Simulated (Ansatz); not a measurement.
# Co(0001) film of 4 layers: electron–phonon coupling and resistivity, part 2 of 4

How good a conductor is Co(0001) film of 4 layers when only phonons scatter, and how much computing does the answer need?

Ansatz 0.2.0; DFT LDA, scalar-relativistic, plane waves, PAW.

So far: Set-up; Rough relaxation.

## (3) Relaxation

Lattice constant and positions set the bands and the force constants, so the cell is relaxed first.

input.yaml reads:

```yaml
crystal:
  lattice:
    - [2.3954704806, 2.7612e-06, 0.0]
    - [-1.1977376316, 2.0745369096, 0.0]
    - [0.0, 0.0, 36.0687825065]
  atoms:
    - { symbol: Co, position: [0.3333333333, 0.6666666667, 0.1562308042], spin: 1.82 }
    - { symbol: Co, position: [0.6666666667, 0.3333333333, 0.2093940519], spin: 1.74 }
    - { symbol: Co, position: [0.3333333333, 0.6666666667, 0.2656535879], spin: 1.74 }
    - { symbol: Co, position: [0.6666666667, 0.3333333333, 0.3188168356], spin: 1.82 }
  periodic: [true, true, false]
kpoints:
  mp_grid: { grid: [15, 15, 1] }
hamiltonian:
  xc: lda
scf:
  occupations: { method: gaussian, width: 0.1 }
output:
  forces: true
  stress: true
  eigenvalues: true
  populations: true
  write_density: true
  write_potential: true
  elf: true
  volumetric_format: npy
magnetization:
  spin_polarized: true
relax:
  adjacent_minimum: "off"
  f_tol: 0.005
  max_steps: 80
  cell: { stress_2d_tol: 0.02 }
```

On the command line:

```sh
$ ansatz run input.yaml --threads 4 --pin off --max-ram 16384MiB --backend cpu --events-out ev --progress --plain --runs-dir out
```

Numbers of over 12 decimals in the logs are rounded to 6 here.

The program printed:

```text
[the first part of the log is left out]
  atom   2  Co    -0.00000000    -0.00000000    -0.00045998
  atom   3  Co     0.00000000     0.00000000     0.00045998
  atom   4  Co    -0.00000000    -0.00000000     0.00006202
  max |Σ_I F_I| component: 6.94e-18 eV/Å
--- 2D stress c σ (N/m, compression-positive) ---
        0.018575      -0.000000      -0.000000
       -0.000000       0.018575       0.000000
       -0.000000       0.000000       0.000000
  P = ½ c Tr σ = 0.0186 N/m
--- Band table (eV; the first three rows and the last of 54) ---
[...]
° read free of the cell's end (the report's vacuum.weakly_bound_levels)
--- Relaxed structure (3 steps of the walk, 3 accepted, 1 SCFs on fresh bases) ---
[...]
cell:  # Å, volume = 179.8942 Å³
    - [2.399814, 2.766224009844534e-6, 0]
    - [-1.199909, 2.078298, 0]
    - [0, 0, 36.0687825065]
  atoms:
    - { symbol: Co, position: [0.333333, 0.666667, 0.156321] }
    - { symbol: Co, position: [0.666667, 0.333333, 0.209450] }
    - { symbol: Co, position: [0.333333, 0.666667, 0.265598] }
    - { symbol: Co, position: [0.666667, 0.333333, 0.318727] }
--- Löwdin populations: 4 sites ---
  site symbol       q [e]    m [muB]
     0     Co     16.7918     1.7011
     1     Co     16.7916     1.6365
     2     Co     16.7916     1.6365
     3     Co     16.7918     1.7011
  spilling = 0.012254 (of n_electrons = 68.000000)
```

The job ended after 47 s (4 threads of Arm Neoverse V2, shared host; peak memory 0.75 GiB).

Step by step:

```tsv
step	energy less that of the first step (eV)	largest force component (eV/Å)	volume (Å³)
1	0.0000	0.0189	179.24
2	-0.0002	0.0110	179.50
3	-0.0002	0.0003	179.89
4	-0.0005	0.0005	179.89
```

The log counts 1 steps on a newly chosen plane-wave basis, not all of them marked here; energy and pressure can jump at such steps.

```tsv
cell as run	before	after	change
a (Å)	2.395	2.400	+0.2 %
b (Å)	2.395	2.400	+0.2 %
```

The relaxed structure:

```xyz
4
Lattice="2.3998 0.0000 0.0000 -1.1999 2.0783 0.0000 0.0000 0.0000 36.0688" Properties=species:S:1:pos:R:3
Co    0.0000    1.3855    5.6383
Co    1.1999    0.6928    7.5546
Co    0.0000    1.3855    9.5798
Co    1.1999    0.6928   11.4961
```

Numbers from this step:

- magnetization: 6.498 μB
- absolute magnetization: 6.848 μB
- site moments: 1.679, 1.628, 1.628, 1.679 μB

Spin density in the ca plane at fractional y = 0.333, with atoms of Co within 0.2 Å of it.

Values in e/Å³, 5 rows by 16 columns, each cell a mean:
```
0.0 0.0 0.0 0.0 0.0 0.0 0.1 0.9 0.0 0.0 0.2 0.8 0.0 0.0 0.0 0.0
0.0 0.0 0.0 0.0 0.0 0.0 0.4 3.0 0.0 0.0 0.6 2.9 0.0 0.0 0.0 0.0
0.0 0.0 0.0 0.0 0.0 0.0 0.1 0.7 0.0 0.0 0.2 0.6 0.0 0.0 0.0 0.0
0.0 0.0 0.0 0.0 0.0 0.1 0.0 0.0 0.0 0.1 0.0 0.0 0.0 0.0 0.0 0.0
0.0 0.0 0.0 0.0 0.0 0.1 0.0 0.0 0.0 0.1 0.0 0.0 0.0 0.0 0.0 0.0
```
Columns run along c (16.0 Å, from fractional 0.01 to 0.46 of the cell), rows up along a (2.4 Å). Atoms in or near the plane, at fractional coordinates: Co at (0.21, 0.67), Co at (0.32, 0.67).

ELF in the ca plane at fractional y = 0.333, with atoms of Co within 0.2 Å of it. It is the smooth field of the valence electrons, not physical close to the nuclei.

Values, 5 rows by 16 columns, each cell a mean:
```
0.00 0.00 0.02 0.16 0.28 0.23 0.28 0.50 0.24 0.23 0.29 0.49 0.13 0.06 0.01 0.00
0.00 0.00 0.02 0.17 0.38 0.34 0.37 0.79 0.28 0.32 0.41 0.77 0.11 0.05 0.01 0.00
0.00 0.00 0.02 0.15 0.27 0.22 0.26 0.45 0.23 0.22 0.28 0.44 0.13 0.06 0.01 0.00
0.00 0.00 0.02 0.12 0.18 0.21 0.23 0.22 0.21 0.21 0.23 0.23 0.24 0.08 0.01 0.00
0.00 0.00 0.02 0.12 0.18 0.20 0.23 0.21 0.21 0.20 0.23 0.22 0.23 0.08 0.01 0.00
```
Columns run along c (16.0 Å, from fractional 0.01 to 0.46 of the cell), rows up along a (2.4 Å). Atoms in or near the plane, at fractional coordinates: Co at (0.21, 0.67), Co at (0.32, 0.67).

ELF of down spins in the ca plane at fractional y = 0.333, with atoms of Co within 0.2 Å of it. It is the smooth field of the valence electrons, not physical close to the nuclei.

Ten even steps from '0' (0.00) to '9' (0.95), each cell a mean:
```
00000000012332223224522322232254211100000000
00000000123454333248941333342498400000000000
00000000123555444259951343442699500000000000
00000000123444333238841332342488300000000000
00000000012222112212312211122133111110000000
00000000011211211322223212123222233210000000
00000000011111211333333112113323443210000000
00000000011211212321123212123212222210000000
```
Columns run along c (16.0 Å, from fractional 0.01 to 0.46 of the cell), rows up along a (2.4 Å). Atoms in or near the plane, at fractional coordinates: Co at (0.21, 0.67), Co at (0.32, 0.67).

## (4) Relaxing tightly for phonons

Residual forces and stress shift phonon frequencies, so the cell is relaxed again, with tight thresholds and the mesh and smearing of this input.

input.yaml, the sections that differ from step 3:

```yaml
crystal:
  lattice:
    - [2.3998136624, 2.7662e-06, 0.0]
    - [-1.1999092268, 2.0782982129, 0.0]
    - [0.0, 0.0, 36.0687825065]
  atoms:
    - { symbol: Co, position: [0.3333333333, 0.6666666667, 0.1563207794], spin: 1.85 }
    - { symbol: Co, position: [0.6666666667, 0.3333333333, 0.2094496629], spin: 1.79 }
    - { symbol: Co, position: [0.3333333333, 0.6666666667, 0.2655979769], spin: 1.79 }
    - { symbol: Co, position: [0.6666666667, 0.3333333333, 0.3187268604], spin: 1.85 }
  periodic: [true, true, false]
kpoints:
  mp_grid: { grid: [12, 12, 1] }
scf:
  occupations: { method: gaussian, width: 0.15 }
relax:
  adjacent_minimum: "off"
  f_tol: 0.001
  max_steps: 60
  cell: { stress_2d_tol: 0.002 }
# hamiltonian, output, magnetization: as in step 3
```

The program printed:

```text
[the first part of the log is left out]
  atom   2  Co    -0.00000000    -0.00000000     0.00005042
  atom   3  Co     0.00000000     0.00000000    -0.00005042
  atom   4  Co    -0.00000000    -0.00000000     0.00003382
  max |Σ_I F_I| component: 3.47e-18 eV/Å
--- 2D stress c σ (N/m, compression-positive) ---
       -0.000346      -0.000000      -0.000000
       -0.000000      -0.000346      -0.000000
       -0.000000      -0.000000      -0.000000
  P = ½ c Tr σ = -0.0003 N/m
--- Band table (eV; the first three rows and the last of 38) ---
[...]
° read free of the cell's end (the report's vacuum.weakly_bound_levels)
--- Relaxed structure (6 steps of the walk, 6 accepted, 2 SCFs on fresh bases) ---
[...]
cell:  # Å, volume = 179.0663 Å³
    - [2.394285, 2.7598279096672495e-6, 0]
    - [-1.197145, 2.073511, 0]
    - [0, 0, 36.0687825065]
  atoms:
    - { symbol: Co, position: [0.333333, 0.666667, 0.156220] }
    - { symbol: Co, position: [0.666667, 0.333333, 0.209498] }
    - { symbol: Co, position: [0.333333, 0.666667, 0.265550] }
    - { symbol: Co, position: [0.666667, 0.333333, 0.318828] }
--- Löwdin populations: 4 sites ---
  site symbol       q [e]    m [muB]
     0     Co     16.7934     1.6508
     1     Co     16.7934     1.5621
     2     Co     16.7934     1.5621
     3     Co     16.7934     1.6508
  spilling = 0.012155 (of n_electrons = 68.000000)
```

Elapsed: 65 s, on 4 threads; peak memory 0.68 GiB.

Step by step:

```tsv
step	energy less that of the first step (eV)	largest force component (eV/Å)	volume (Å³)
1	0.0000	0.0434	179.89
2	-0.0007	0.0317	179.56
3	-0.0012	0.0025	179.07
4	-0.0012	0.0005	179.08
5	-0.0012	0.0000	179.08
6	-0.0009	0.0001	179.08
7	-0.0009	0.0001	179.07
8	-0.0009	0.0001	179.07
```

The log counts 2 steps on a newly chosen plane-wave basis, not all of them marked here; energy and pressure can jump at such steps.

```tsv
cell as run	before	after	change
a (Å)	2.400	2.394	-0.2 %
b (Å)	2.400	2.394	-0.2 %
```

Final coordinates:

```xyz
4
Lattice="2.3943 0.0000 0.0000 -1.1971 2.0735 0.0000 0.0000 0.0000 36.0688" Properties=species:S:1:pos:R:3
Co    0.0000    1.3823    5.6346
Co    1.1971    0.6912    7.5563
Co    0.0000    1.3823    9.5781
Co    1.1971    0.6912   11.4997
```

Numbers from this step:

* magnetization: 6.247 μB
* absolute magnetization: 6.633 μB
* site moments: 1.634, 1.558, 1.558, 1.634 μB

Spin density in the ca plane at fractional y = 0.333, with atoms of Co within 0.2 Å of it.

Ten even steps from '0' (0.0 e/Å³) to '9' (4.7 e/Å³), each cell a mean:
```
00000000000000000001100000000011000000000000
00000000000000000014510000000154100000000000
00000000000000000018910000000298100000000000
00000000000000000003300000000143000000000000
00000000000000000000000000000000000000000000
00000000000000000000000000000000000000000000
00000000000000000000000000000000000000000000
00000000000000000000000000000000000000000000
```
Columns run along c (16.0 Å, from fractional 0.01 to 0.46 of the cell), rows up along a (2.4 Å). Atoms in or near the plane, at fractional coordinates: Co at (0.21, 0.67), Co at (0.32, 0.67).

ELF of down spins in the ca plane at fractional y = 0.333, with atoms of Co within 0.2 Å of it. It is the smooth field of the valence electrons, not physical close to the nuclei.

Ten even steps from '0' (0.00) to '9' (0.95), each cell a mean:
```
00000000112332223224522322232254211100000000
00000000123444333248941333342498400000000000
00000000123555443259951343442699500000000000
00000000123443333238841332342488300000000000
00000000012222112212312211122133111110000000
00000000011211211322223212123222233210000000
00000000011111211333333112113323443210000000
00000000012211212321123212123212222210000000
```
Columns run along c (16.0 Å, from fractional 0.01 to 0.46 of the cell), rows up along a (2.4 Å). Atoms in or near the plane, at fractional coordinates: Co at (0.21, 0.67), Co at (0.32, 0.67).

Electrostatic potential energy in the ca plane at fractional y = 0.333, with atoms of Co within 0.2 Å of it. With pseudopotentials it is smooth inside the atoms' cores, unlike the true potential.

Values in eV, 5 rows by 16 columns, each cell a mean:
```
  0   0   0   0  -4 -10 -23 -49  -9 -10 -24 -47  -5   0   0   0
  0   0   0   0  -3  -6 -31 -59 -10  -6 -33 -58  -7   0   0   0
  0   0   0   0  -4 -11 -21 -46  -9 -11 -23 -44  -5   0   0   0
  0   0   0  -1  -9 -27  -8 -13 -11 -27  -8 -12  -2   0   0   0
  0   0   0  -1  -8 -26  -8 -14 -11 -26  -9 -13  -2   0   0   0
```
Columns run along c (16.0 Å, from fractional 0.01 to 0.46 of the cell; values clipped at the 3rd and 97th percentile), rows up along a (2.4 Å). Atoms in or near the plane, at fractional coordinates: Co at (0.21, 0.67), Co at (0.32, 0.67).

The relaxation ends with a largest force component of 5.0e-5 eV/Å.

## (5) Phonons: q 2×2×1, k 8×8×1

Couplings are defined for a stable lattice alone, so phonons come first.

input.yaml reads:

```yaml
crystal:
  lattice:
    - [2.3942852988, 2.7598e-06, 0.0]
    - [-1.1971450395, 2.0735105127, 0.0]
    - [0.0, 0.0, 36.0687825065]
  atoms:
    - { symbol: Co, position: [0.3333333333, 0.6666666667, 0.1562195678], spin: 1.8 }
    - { symbol: Co, position: [0.6666666667, 0.3333333333, 0.2094977612], spin: 1.71 }
    - { symbol: Co, position: [0.3333333333, 0.6666666667, 0.2655498786], spin: 1.71 }
    - { symbol: Co, position: [0.6666666667, 0.3333333333, 0.318828072], spin: 1.8 }
  periodic: [true, true, false]
kpoints:
  mp_grid: { grid: [8, 8, 1] }
hamiltonian:
  xc: lda
scf:
  occupations: { method: gaussian, width: 0.15 }
output:
  eigenvalues: true
  populations: true
magnetization:
  spin_polarized: true
phonons:
  method: dfpt
  qmesh: [2, 2, 1]
  temperatures: { t_max: 1000, t_step: 50 }
  qpath:
    path:
      - [0.0, 0.0, 0.0]
      - [0.5, 0.0, 0.0]
      - [0.33333333, 0.33333333, 0.0]
      - [0.0, 0.0, 0.0]
    npoints: 10
```

The program printed:

```text
Warning: crystal.symmetry: narrowed to the stabiliser of the run's FFT grids — unitary ops 12 → 6. A phonons.method: dfpt run fills in the rows of the dynamical matrix that it does not solve by its symmetry operations, which is exact only for operations that map its FFT grids onto themselves: filled in by any other, the frequencies could depend on the order in which like atoms are typed, or, by more than the grids' own error, on where the crystal sits among the grids' points. Excluded: 6 operations. The run can therefore solve more perturbations, solve them on more k-points, or both, and cost more. [rest of the remark cut]
[...]
Crystal: 4 atoms, lattice volume = 179.066 Å³
Basis set: ecut = 420 eV, 3343 PW (Γ), exchange–correlation on 36×36×486 points (8 copies of the dense FFT grid, shifted against one another)
Bands: 46, of which v1, the nominal top of the filled ones, is band 34 counted from 1 (33 counted from 0)
Symmetry: 12 space group operations
[...]
k-points: 10 of 64
[...]
Starting moments: Σ|m| = 7.02 μB on 4 of 4 sites
[...]
SCF 1 converged in 19 iterations: F = -20249.316056 eV  dr2 = 3.92e-12
[...]
a single point of the input's cell can leave the moments in the input for a lower state (scf.lower_state_search): this run first made a single point of its cell. This run's own SCFs start from the density of the state that the single point found, with the moments in the input. The single point stayed on the moments in the input.
k-points: 10 of 64 (irreducible under 6 space group operations, time reversal used)
[...]
SCF iter  11: F=-20249.316056 eV  HF=-20249.316056 eV  |F-HF|=6.18e-11  |Δ(HF+E_count)|=  7.02e-10  Δρ=5.10e-8 (↑5.10e-8 ↓2.92e-8)  dr2=4.01e-12  dr2_m=6.19e-13  M=6.701 μB ∫|m|=7.011 μB  ethr=1.00e-12  ⟨swp⟩=11.1  Hψ=6246  notcnv=0
SCF 2 converged in 11 iterations: F = -20249.316056 eV  dr2 = 4.01e-12
phonons: the bands overlap, so this run is a metal and interpolates without the dipole-dipole term. If the crystal is really an insulator or semiconductor, its LO-TO splitting is missing
NSCF: frozen V_eff on 10 k-points
WARN: eigensolver did not converge (σ=↑ k=7): 1 band(s) unlocked after 2 eigensolves, warm-restarted (20 sweeps on the last) at ethr=3.31e-12 eV (storage-precision floor; scheduled 1.00e-12 eV) (lowest unlocked band 45, counted from 0; max residual 2.18e-5 eV among the unlocked bands, 2.18e-5 eV over every band; other slots of this pass that fall short are told together in one closing line; warning suppressed until the next SCF loop or pass starts)
WARN: eigensolver did not converge in 3 slots of this pass, the one above among them; of largest residual over every band (σ=↓ k=7): 1 band(s) unlocked (lowest unlocked band 45, counted from 0; max residual 1.10e-4 eV among the unlocked bands, 1.10e-4 eV over every band); of lowest unlocked band (σ=↑ k=7): band 45
[...]
DFPT response loops at q = (0, 0, 0) (fractional): preconditioner auto → none (partly filled bands, converged f_vac=0.737); β = 0.30; Broyden in place of MSR1
[...]
SCF converged after 11 iterations
Magnetization: 6.7005 μB (37.3503 up, 30.6497 down)
Absolute magnetization: 7.0129 μB (∫|ρ↑−ρ↓|, with the PAW one-centre terms)
[...]
Per-site moments (μB) at R_I (Å): [(1.724171, 0.976477), (1.672175, 0.976477), (1.672175, 0.976477), (1.724171, 0.976477)]
Free energy (F): -20249.316056 eV
[...]
Internal energy: -20249.266256 eV  (E = F + TS)
E sigma→0 (E₀):  -20249.291156 eV
Entropy (-TS):   -0.049800 eV (-12.450 meV/atom)
Fermi energy:    -5.461221 eV
[...]
--- Band table (eV; the first three rows and the last of 20) ---
  k-point 0 ↑: bands = [... 30 lower, -7.8510, -7.0951, -7.0951, -6.6740, -6.6740, -6.3825, -6.2178, -6.2178, ... 8 higher]
  k-point 1 ↑: bands = [... 30 lower, -7.6035, -7.4561, -7.2171, -7.1673, -6.8456, -6.7301, -6.2962, -6.2251, ... 8 higher]
  k-point 2 ↑: bands = [... 30 lower, -7.1801, -7.1700, -6.9564, -6.7529, -6.6893, -6.6339, -6.2277, -5.9969, ... 8 higher]
  k-point 9 ↓: bands = [... 30 lower, -5.2870, -4.6611, -4.5808, -4.5588, -4.3145, -4.2130, -0.1778, 0.4691, ... 8 higher]
  ° read free of the cell's end (the report's vacuum.weakly_bound_levels)
--- Phonons (Γ-DFPT): 8 representative perturbations + reference (Σ response iterations 98) ---
  ASR residual: 2.276e-4 → 0.000e0 eV/Å²; symmetrization residual: 1.149e-4 eV/Å²
  The last average, over the group as it would stand without the narrowing to the FFT grids, took up to 1.376e-5 eV/Å² of the zone centre's force constants
  ASR residual per site (eV/Å²): 3.57e-5 2.28e-4 1.99e-4 4.00e-5
  Γ frequencies (cm⁻¹): 0.00 0.00 0.00 65.50 65.50 138.96 138.96 139.21 142.01 142.01 271.28 303.14
--- Phonons (arbitrary-q DFPT): 2 irreducible q on the 2×2×1 mesh ---
  q = [0.0000, 0.0000, 0.0000] (star 1, of the zone-centre solve; hermiticity 1.05e-5, symmetrization 4.69e-6, taken by the last average 1.12e-6): -0.00 0.00 0.00 65.50 65.50 138.96 138.96 139.21 142.01 142.01 271.28 303.14
  q = [0.0000, -0.5000, 0.0000] (star 3, 12 solved perturbations in 356 linear systems a pass and spin channel, the states on 34 of 64 k-point pairs; hermiticity 9.93e-7, symmetrization 3.01e-7, taken by the last average 1.65e-6): 139.78 154.59 165.15 173.04 202.12 208.67 224.61 242.64 304.70 310.75 314.99 319.23
  sum rule: each row above includes the acoustic sum rule's correction from the zone centre's row sums; it moved no ω² by more than (1.02 cm⁻¹)²
  mesh force constants: q→R imaginary residual 7.28e-18; ASR residual 2.276e-4 → 0.000e0 eV/Å²; symmetrization residual 1.066e-14 eV/Å²
  interpolated dispersion: 31 rows × 12 modes
  density of states and harmonic sums: on the 30×30×1 q-mesh, interpolated from the force constants of a 2×2×1 supercell (no non-analytic term)
  largest difference from the sums on the solved wave vectors: F 9.85e-2 eV, S 1.63e-4 and C_V 6.43e-5 eV/K
  zero-point energy: 0.156355 eV/cell   skipped modes (ω ≤ 0): 3   left out of the sums: 2.78e-4 of the cell's modes: C_V's classical limit lies that fraction below 3 k_B per atom; for a crystal, a wire or a layer, F and S can be off by more, and a phonons.interpolated_qmesh denser along its periods is the remedy for the sampling
--- Löwdin populations: 4 sites ---
  site symbol       q [e]    m [muB]
     0     Co     16.7936     1.7543
     1     Co     16.7898     1.6829
     2     Co     16.7898     1.6829
     3     Co     16.7936     1.7543
  spilling = 0.012252 (of n_electrons = 68.000000)
```

It took 6.2 min on 4 threads; peak memory 1.7 GiB; 24 min of CPU time.

This step gave:

```yaml
magnetization: 6.701 μB
absolute_magnetization: 7.013 μB
site_moments: 1.724, 1.672, 1.672, 1.724 μB
zero_point_energy: 0.1564 eV/cell
share_of_imaginary_modes_in_the_plain_interpolation_between_solved_wavevectors: 0
highest_frequency_solved_or_plainly_interpolated: 319.2 cm⁻¹
```

Solved on the 2×2×1 mesh alone; all other wavevectors are interpolated. The phonon branches at the labelled points (cm⁻¹):

```tsv
point	branch 1	branch 2	branch 3	branch 4	branch 9	branch 10	branch 11	branch 12
Γ	0	0	0	66	142	142	271	303
halfway	99	108	120	138	242	246	268	287
M	140	155	165	173	305	311	315	319
halfway	162	178	182	184	293	300	306	311
K	170	170	208	208	277	289	289	290
halfway	122	134	136	149	251	257	272	284
Γ	0	0	0	66	142	142	271	303
```

Among the solved wavevectors the lowest mode, translations apart, is 65.5 cm⁻¹, so these are real on this k mesh.

(Continued in part 3 of 4.)

[Logs are printed without paths, hosts, clocks, repeated set-up lines and the standing remarks that a program may print on its own settings, such as how far it seeks lower states.]

[Hosts, paths, dates, database ids (printed as entryN), source tags and the programs' standing remarks are cut or masked in the printed files.]
